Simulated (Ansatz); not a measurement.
## (KF)1(LiCl)3 [001] superlattice, started as rocksalt type: relaxing the cell for a phonon run

Wanted: the relaxed cell of (KF)1(LiCl)3 [001] superlattice, started as rocksalt type.

Calculated with Ansatz 0.2.0; DFT LDA, scalar-relativistic, plane waves, PAW.

This is a report of a sequence of runs, with most program output left out.

The structure was built from a prototype and need not be the compound's stable phase.

## 1. Set-up

It takes space group P4/mmm (No. 123, tetragonal). Conventional cell: a = 3.672 Å, b = 3.672 Å, c = 10.385 Å, α = 90.00°, β = 90.00°, γ = 90.00°. Nearest to Cl lie 5 Li at 2.60 Å and 1 K at 2.60 Å. Cl has 6 Li at 2.60 Å nearest. Nearest to F lie 2 Li at 2.60 Å and 4 K at 2.60 Å. Nearest to K lie 2 Cl at 2.60 Å and 4 F at 2.60 Å. Li has 5 Cl at 2.60 Å and 1 F at 2.60 Å nearest. Li has 6 Cl at 2.60 Å nearest. Farther neighbours and most contacts between anions are not listed.

## 2. Probe on a coarse mesh

A quick single point on a coarse mesh tells whether the cell has a gap and how far it is from rest, which sets the k mesh and smearing that follow.

File input.yaml:

```yaml
crystal:
  lattice:
    - [2.59625, 2.59625, 0.0]
    - [-2.59625, 2.59625, 0.0]
    - [0.0, 0.0, 10.385]
  atoms:
    - { symbol: Cl, position: [0.0, 0.0, 0.25] }
    - { symbol: Cl, position: [0.5, 0.5, 0.5] }
    - { symbol: Cl, position: [0.0, 0.0, 0.75] }
    - { symbol: F, position: [0.5, 0.5, 0.0] }
    - { symbol: K, position: [0.0, 0.0, 0.0] }
    - { symbol: Li, position: [0.5, 0.5, 0.25] }
    - { symbol: Li, position: [0.0, 0.0, 0.5] }
    - { symbol: Li, position: [0.5, 0.5, 0.75] }
kpoints:
  mp_grid: { grid: [6, 6, 2] }
hamiltonian:
  xc: lda
scf:
  occupations: { method: gaussian, width: 0.1 }
output:
  forces: true
  stress: true
  eigenvalues: true
```

On the command line:

```
> ansatz run input.yaml --threads 4 --pin off --max-ram 14336MiB --backend cpu --events-out ev --progress --plain --runs-dir out
```

Wall time 1.3 s (4 threads of Arm Neoverse V2, shared host); peak memory 0.43 GiB.

A gap read on the k-mesh alone can miss the band edges.

This step gave:

| Item | Value |
| --- | --- |
| pressure | -1.170 GPa |
| gap on the k-mesh | 5.594 eV |
| volume per atom | 17.50 Å³ |
| direct gap on mesh | 5.594 eV |

The coarse mesh shows a gap of 5.59 eV and a pressure of -1.2 GPa.

## 3. Rough relaxation

The start is far from rest, so a relaxation with loose tolerances brings it close first.

input.yaml: that of step 2 with these lines changed.

```diff
@@ -24 +24,6 @@
   eigenvalues: true
+relax:
+  adjacent_minimum: "off"
+  f_tol: 0.05
+  max_steps: 80
+  cell: { stress_tol: 0.5 }
```

It took 8 s on 4 threads; peak memory 0.46 GiB; 29 s of CPU time.

Relaxation path:

| step | energy less that of the first step (eV) | largest force component (eV/Å) | pressure (GPa) | volume (Å³) |
| --- | --- | --- | --- | --- |
| 1 | 0.0000 | 1.5210 | -1.17 | 140.00 |
| 2 | -0.4027 | 0.1553 | -0.96 | 134.72 |
| 3 | -0.4484 | 0.1141 | 0.06 | 131.50 |
| 4 | -0.4741 | 0.0258 | 0.50 | 131.14 |
| 5 | -0.4767 | 0.0355 | 0.12 | 132.65 |
| 6* | -0.4742 | 0.0355 | 0.08 | 132.65 |

Relaxation steps marked * repeat the geometry before them on a plane-wave basis chosen anew for their cell, so energy and pressure can jump there.

Forces are held to the 16 operations that the run works with; a distortion that breaks them can't arise in this run.

| conventional cell, symmetrised | before | after | change |
| --- | --- | --- | --- |
| a (Å) | 3.672 | 3.515 | -4.3 % |
| b (Å) | 3.672 | 3.515 | -4.3 % |
| c (Å) | 10.385 | 10.735 | +3.4 % |
| volume (Å³/atom) | 17.50 | 16.58 | -5.2 % |

The atoms that moved most (Å, as changes of fractional coordinates times the final cell):

| atom | dx | dy | dz | length |
| --- | --- | --- | --- | --- |
| Cl1 | 0.000 | 0.000 | 0.227 | 0.227 |
| Cl3 | 0.000 | 0.000 | -0.227 | 0.227 |
| Li6 | 0.000 | 0.000 | 0.199 | 0.199 |
| Li8 | 0.000 | 0.000 | -0.199 | 0.199 |

Numbers from this step:

```
pressure           : 0.07916 GPa
gap on the k-mesh  : 5.983 eV
volume per atom    : 16.58 Å³
direct gap on mesh : 5.983 eV
```

In this step the volume went from 17.50 to 16.58 Å³/atom.

## 4. Relaxation

Harmonic phonons are second derivatives at a point where the forces vanish, and they are wanted at zero stress, so atoms and cell are relaxed first.

File input.yaml:

```yaml
crystal:
  lattice:
    - [2.4856208241, 2.4856208241, 0.0]
    - [-2.4856208241, 2.4856208241, 0.0]
    - [0.0, 0.0, 10.7353072977]
  atoms:
    - { symbol: Cl, position: [0.0, 0.0, 0.2711209363] }
    - { symbol: Cl, position: [0.5, 0.5, 0.5] }
    - { symbol: Cl, position: [0.0, 0.0, 0.7288790637] }
    - { symbol: F, position: [0.5, 0.5, 0.0] }
    - { symbol: K, position: [0.0, 0.0, 0.0] }
    - { symbol: Li, position: [0.5, 0.5, 0.2685485886] }
    - { symbol: Li, position: [0.0, 0.0, 0.5] }
    - { symbol: Li, position: [0.5, 0.5, 0.7314514114] }
kpoints:
  mp_grid: { grid: [6, 6, 2] }
hamiltonian:
  xc: lda
scf:
  occupations: { method: gaussian, width: 0.02 }
output:
  forces: true
  stress: true
  eigenvalues: true
  write_density: true
  write_potential: true
  elf: true
  volumetric_format: npy
relax:
  adjacent_minimum: "off"
  f_tol: 0.005
  max_steps: 80
  cell: { stress_tol: 0.05 }
```

It took 5.9 s on 4 threads; peak memory 0.46 GiB.

Step by step:

| step | energy less that of the first step (eV) | largest force component (eV/Å) | pressure (GPa) | volume (Å³) |
| --- | --- | --- | --- | --- |
| 1 | 0.0000 | 0.0355 | 0.08 | 132.65 |
| 2 | 0.0000 | 0.0315 | -0.03 | 133.21 |
| 3 | -0.0003 | 0.0078 | 0.00 | 133.07 |
| 4 | -0.0004 | 0.0022 | 0.00 | 133.07 |
| 5* | -0.0007 | 0.0022 | 0.01 | 133.07 |

Relaxation steps marked * repeat the geometry before them on a plane-wave basis chosen anew for their cell, so energy and pressure can jump there.

The run keeps the 16 symmetry operations that it works with, so distortions that break them were not tested.

| conventional cell, symmetrised | before | after | change |
| --- | --- | --- | --- |
| a (Å) | 3.515 | 3.514 | -0.0 % |
| b (Å) | 3.515 | 3.514 | -0.0 % |
| c (Å) | 10.735 | 10.778 | +0.4 % |
| volume (Å³/atom) | 16.58 | 16.63 | +0.3 % |

This step gave:

- pressure: 0.005077 GPa
- gap on the k-mesh: 5.957 eV
- volume per atom: 16.63 Å³
- direct gap on mesh: 5.957 eV

Electrostatic potential energy in the ac plane at fractional y = 0.000, with atoms of Cl and K and Li within 0.2 Å of it. With pseudopotentials it is smooth inside the atoms' cores, unlike the true potential.

Values in eV, 24 rows by 14 columns, each cell a mean:
```
-42 -38 -27 -10   2   6   7   8   7   5   0 -14 -29 -39
-16 -12  -5   2   5   7   8   8   8   7   5   0  -7 -13
  4   4   5   6   7   8   8   8   8   8   7   6   5   4
  5   6   7   7   8   8   8   8   8   8   8   7   6   6
-13  -9  -2   4   7   8   8   8   8   8   6   3  -3 -10
-44 -41 -28  -7   4   7   8   8   8   7   2 -12 -32 -42
-47 -46 -37 -13   3   6   7   8   7   6   0 -19 -40 -46
-37 -31 -18  -2   5   7   8   8   8   7   4  -5 -21 -33
 -1   1   4   6   8   8   8   8   8   8   7   6   3   0
  4   4   5   6   7   8   8   8   8   8   7   6   5   4
-11  -8  -1   4   6   7   8   8   8   7   6   3  -2  -9
-33 -25 -13   0   5   7   8   8   8   6   4  -3 -15 -27
-25 -19  -9   2   5   7   8   8   8   7   5   0 -11 -20
 -2   0   3   5   7   8   8   8   8   8   6   5   2  -1
  4   5   6   7   8   8   8   8   8   8   8   7   5   4
-14 -10  -2   4   7   8   8   8   8   8   6   3  -4 -11
-45 -42 -30  -8   4   7   8   8   8   6   2 -13 -33 -43
-47 -46 -37 -13   3   6   7   8   7   6   0 -19 -40 -46
-34 -29 -16  -1   5   7   8   8   8   7   4  -4 -19 -31
 -1   1   4   6   8   8   8   8   8   8   7   6   3   1
  6   6   7   7   8   8   8   8   8   8   8   7   6   6
 -2   0   2   5   7   7   8   8   8   7   6   4   2  -1
-30 -25 -15  -3   4   6   8   8   7   6   3  -6 -17 -27
-46 -42 -32 -14   1   5   7   8   7   5  -2 -18 -35 -44
```
Columns run along a (3.5 Å; values clipped at the 3rd and 97th percentile), rows up along c (10.8 Å). Atoms in or near the plane, at fractional coordinates: Cl at (0.00, 0.27), Cl at (0.00, 0.73), K at (0.00, 0.00), Li at (0.00, 0.50).

Valence density in the ac plane at fractional y = 0.000, with atoms of Cl and K and Li within 0.2 Å of it. It is the smooth field of the valence electrons, not physical close to the nuclei.

Ten steps, logarithmic in the rise over the least value, from '0' (0.0 e/Å³) to '9' (7.0 e/Å³), each cell a mean:
```
88753100014678
66531000002356
22210000000122
32211000001122
55532100112455
66654211124566
36664211134665
66653211123566
44332100012344
22110000001112
54200000000124
98510111111269
87410111110157
22100000000112
33221000001223
65532100112455
66654211124666
46664211134665
66643211123566
44321100012344
22110000000112
44321000001234
77642100013567
88863100024688
```
Columns run along a (3.5 Å), rows up along c (10.8 Å). Atoms in or near the plane, at fractional coordinates: Cl at (0.00, 0.27), Cl at (0.00, 0.73), K at (0.00, 0.00), Li at (0.00, 0.50).

ELF in the ac plane at fractional y = 0.000, with atoms of Cl and K and Li within 0.2 Å of it. It is the smooth field of the valence electrons, not physical close to the nuclei.

Ten even steps from '_' (0.06 × 1e-1) to '@' (9.73 × 1e-1), each cell a mean:
```
##%%%%%%++..______..**%%%%%%
%%####++::__________::++##%%
::....__________________....
====----::________..::--====
%%%%%%%%**--..__..==##%%%%%%
**##%%%%%%++..__::**%%%%%%##
--++%%%%%%++..__::**%%%%##++
%%%%%%%%##==..__..++##%%%%%%
%%%%##**--..______..==**%%%%
----::..______________..::--
--::______________________::
@@@@==__________________++@@
%%**::__________________--##
..__________________________
****++--..__________::==++**
%%%%%%##++::______--**%%%%%%
**##%%%%##++..__::++%%%%%%##
--++%%%%%%++..__::**%%%%##++
%%%%%%%%##==..__::++##%%%%%%
%%####**==::______--++**##%%
......________________......
++==--::______________::--==
%%%%%%##--________..==##%%%%
**##%%%%++..______::**%%%%##
```
Columns run along a (3.5 Å), rows up along c (10.8 Å). Atoms in or near the plane, at fractional coordinates: Cl at (0.00, 0.27), Cl at (0.00, 0.73), K at (0.00, 0.00), Li at (0.00, 0.50).

In this step the volume went from 16.58 to 16.63 Å³/atom.

## 5. Tight relaxation

Phonons need a cell at rest on their own settings, so the relaxation is repeated with tight tolerances on forces and stress, using the mesh and the filling of the phonon run that follows.

File input.yaml:

```yaml
crystal:
  lattice:
    - [2.4846192416, 2.4846192416, 0.0]
    - [-2.4846192416, 2.4846192416, 0.0]
    - [0.0, 0.0, 10.7778808286]
  atoms:
    - { symbol: Cl, position: [0.0, 0.0, 0.2718922035] }
    - { symbol: Cl, position: [0.5, 0.5, 0.5] }
    - { symbol: Cl, position: [0.0, 0.0, 0.7281077965] }
    - { symbol: F, position: [0.5, 0.5, 0.0] }
    - { symbol: K, position: [0.0, 0.0, 0.0] }
    - { symbol: Li, position: [0.5, 0.5, 0.2691867856] }
    - { symbol: Li, position: [0.0, 0.0, 0.5] }
    - { symbol: Li, position: [0.5, 0.5, 0.7308132144] }
kpoints:
  mp_grid: { grid: [8, 8, 2] }
hamiltonian:
  xc: lda
scf:
  occupations: { method: fixed }
output:
  forces: true
  stress: true
  eigenvalues: true
relax:
  adjacent_minimum: "off"
  f_tol: 0.001
  max_steps: 60
  cell: { stress_tol: 0.01 }
```

The job ended after 8 s (4 threads; peak memory 0.47 GiB).

The steps of the relaxation:

| step | energy less that of the first step (eV) | largest force component (eV/Å) | pressure (GPa) | volume (Å³) |
| --- | --- | --- | --- | --- |
| 1 | 0.0000 | 0.0022 | 0.00 | 133.07 |
| 2 | 0.0000 | 0.0030 | 0.00 | 133.11 |
| 3 | 0.0000 | 0.0062 | 0.00 | 133.11 |
| 4 | 0.0000 | 0.0004 | 0.00 | 133.11 |
| 5* | 0.0000 | 0.0004 | 0.00 | 133.11 |

Relaxation steps marked * repeat the geometry before them on a plane-wave basis chosen anew for their cell, so energy and pressure can jump there.

Forces are held to the 16 operations that the run works with; a distortion that breaks them can't arise in this run.

| conventional cell, symmetrised | before | after | change |
| --- | --- | --- | --- |
| a (Å) | 3.514 | 3.513 | -0.0 % |
| b (Å) | 3.514 | 3.513 | -0.0 % |
| c (Å) | 10.778 | 10.789 | +0.1 % |
| volume (Å³/atom) | 16.63 | 16.64 | +0.0 % |

Final coordinates:

```xyz
8
Lattice="2.4837 2.4837 0.0000 -2.4837 2.4837 0.0000 0.0000 0.0000 10.7887" Properties=species:S:1:pos:R:3 pbc="T T T"
Cl    0.0000    0.0000    2.9329
Cl    0.0000    2.4837    5.3944
Cl    0.0000    0.0000    7.8558
F     0.0000    2.4837    0.0000
K     0.0000    0.0000    0.0000
Li    0.0000    2.4837    2.9052
Li    0.0000    0.0000    5.3944
Li    0.0000    2.4837    7.8836
```

This step gave:

| Property | Result |
| --- | --- |
| pressure | 0.002548 GPa |
| gap on the k-mesh | 5.953 eV |
| volume per atom | 16.64 Å³ |
| direct gap on mesh | 5.953 eV |

The largest force component left is 0.36 meV/Å and the pressure is 0.003 GPa, within the tolerances set. The cell now holds 16.64 Å³/atom.

## 6. What came out

* space group after relaxation (within 0.01 Å): P4/mmm
* lattice constant a: 3.513 Å
* lattice constant b: 3.513 Å
* lattice constant c: 10.789 Å
* volume per atom: 16.6 Å³
* gap on the k-mesh: 5.95 eV

In words: The largest force component left is 0.36 meV/Å and the pressure is 0.003 GPa, within the tolerances set. The cell now holds 16.64 Å³/atom. The relaxation keeps the symmetry of its start, so it says nothing on stability against lower symmetry. The starting cell was built on a prototype and not taken from a measurement, so the phase need not exist.

[Logs are printed without paths, hosts, clocks, repeated set-up lines and the standing remarks that a program may print on its own settings, such as how far it seeks lower states.]

[Hosts, paths, dates, database ids (printed as entryN), source tags and the programs' standing remarks are cut or masked in the printed files.]
